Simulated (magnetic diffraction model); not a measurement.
**Magnetic neutron pattern of CrAgBiS₄**

Space group P2 (no. 3), a = 8.2990 Å, b = 6.4090 Å, c = 11.4470 Å, β = 90.07°.

```
site  atom       x       y       z
  2e    Bi  0.2523  0.9978  0.8117
  2e    Bi  0.2472  0.4979  0.3105
  2e    Ag  0.7476  0.0201  0.8232
  2e    Ag  0.7540  0.5246  0.3328
  1d    Cr     1/2  0.0079     1/2
  1c    Cr     1/2  0.5020       0
  1a    Cr       0  0.5078       0
  1b    Cr       0  0.0062     1/2
  2e     S  0.2487  0.7071  0.8628
  2e     S  0.2503  0.1924  0.3574
  2e     S  0.0548  0.1376  0.8613
  2e     S  0.0398  0.6307  0.3639
  2e     S  0.4522  0.1366  0.8643
  2e     S  0.4461  0.6312  0.3540
  2e     S  0.7530  0.5197  0.8590
  2e     S  0.7473  0.0343  0.3623
```

The compound is invented for this exercise: a known structure type with other elements, its cell scaled to their sizes and not relaxed.

Only Cr is taken to order (form factors of Cr4+); orders and moment sizes are assumed, and not adapted to the symmetry. Radiation: neutrons of λ = 2.36 Å, 5° to 30°; isotropic B of 0.58 Å² (Bi), 0.6 Å² (Ag), 0.94 Å² (Cr) and 1 Å² (S). Simulated constant-wavelength pattern: nuclear and magnetic terms add, the magnetic one as |2.695 fm × Σ f S⊥ exp(2πi Q·r) exp(−B s²)|², summed over all Q at one angle with the factor 1/(sin²θ cos θ). For collinear order S is the moment m, which repeats by lattice and centring translations R with the sign exp(−2πi k·R). Free-ion form factors, Sears's scattering lengths of 1992, no absorption; a label names one of the reflections at its angle. The strongest nuclear line in the range is 100, and lines under 0.2 are left out.

Assume the order k = (0 0 0), collinear moments along [111], 1.44 μB on Cr; signs + at (1/2, 0.0079, 1/2), − at (1/2, 0.5020, 0), − at (0, 0.5078, 0), + at (0, 0.0062, 1/2).

Predict the pattern, nuclear and magnetic parts apart.

| 2θ (°) | index | nuclear | magnetic |
| --- | --- | --- | --- |
| 11.83 | (0 0 1) | 0.0 | 42.7 |
| 21.22 | (0 1 0) | 0.0 | 22.7 |
| 23.80 | (0 0 2) | 100.0 | 0.0 |
| 24.36 | (0 1 1) | 20.5 | 0.0 |
| 26.90 | (1 1 0) | 0.3 | 0.0 |
| 28.99 | (1 0 -2) | 7.6 | 0.0 |
| 29.02 | (1 0 2) | 8.6 | 0.0 |
| 29.47 | (1 1 -1) | 59.7 | 0.0 |
| 29.49 | (1 1 1) | 61.8 | 0.0 |

The strongest magnetic line in the range is (0 0 1) at 11.83° (42.7). On top of the Lorentz factor, which all lines share, magnetic lines fade with angle because f falls: for Cr4+ it is 0.91, 0.70, 0.47 and 0.14 at sin θ/λ = 0.1, 0.2, 0.3 and 0.5 Å⁻¹, while nuclear lengths stay constant. The order has no net moment.

[Logs are printed without paths, hosts, clocks, repeated set-up lines and the standing remarks that a program may print on its own settings, such as how far it seeks lower states.]
